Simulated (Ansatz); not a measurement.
Consider SnSe2/SnSe2 (1T bilayer).

The cell holds 6 atoms: 2 Sn and 4 Se. Cell: a = 3.831 Å, b = 3.831 Å, c = 42.000 Å, α = 90.0°, β = 90.0°, γ = 120.0°. Regions: layer 1 (SnSe2), 3 atoms (1 Sn and 2 Se); layer 2 (SnSe2), 3 atoms (1 Sn and 2 Se). Vacuum lies along c.

```xyz
6
Lattice="3.8312 0.0000 0.0000 -1.9156 3.3179 0.0000 0.0000 0.0000 42.0000" Properties=species:S:1:pos:R:3
Sn    0.0000    0.0000   17.8897
Se    0.0000    2.2119   19.4840
Se    1.9156    1.1060   16.2942
Sn    0.0000    2.2119   24.1103
Se    1.9156    1.1060   25.7058
Se    0.0000    0.0000   22.5160
```

The structure was relaxed with PBE-D3(BJ). At the settings of the band run the largest force is still 0.09 eV/Å. The runs that relaxed it are not among those shown.

Gaps computed with Ansatz 0.2.0 without a self-energy: PBE 0.48 eV.

Q: What gap should G0W0 on PBE give (6×6×1 mesh, 787 empty bands, screening to 75 eV, PAW set soft_1 files)?

About 1.19 eV: on its mesh the run moves the gap from 0.49 eV by +0.71 eV. Bands and cutoff are finite, so the gap is not at the basis limit. The miss can reach some tenths of an eV and take either sign; the mesh is an error of its own. The mesh in the plane is coarse for a sheet; gap and any exciton binding can still move on denser ones. The many-body steps are scalar-relativistic: spin-orbit coupling is not in them.

[Paths, hosts, dates, memory and timing lines, banners, echoed tables and standing remarks are left out of the program output.]

[Logs are printed without paths, hosts, clocks, repeated set-up lines and the standing remarks that a program may print on its own settings, such as how far it seeks lower states.]

[Runs of the session that timed out or met a known fault of the program may be left out.]

[Cells called generated may have been cut or substituted from an entry of the Crystallography Open Database or the Materials Project.]

[Hosts, paths, dates, database ids (printed as entryN), source tags and the programs' standing remarks are cut or masked in the printed files.]
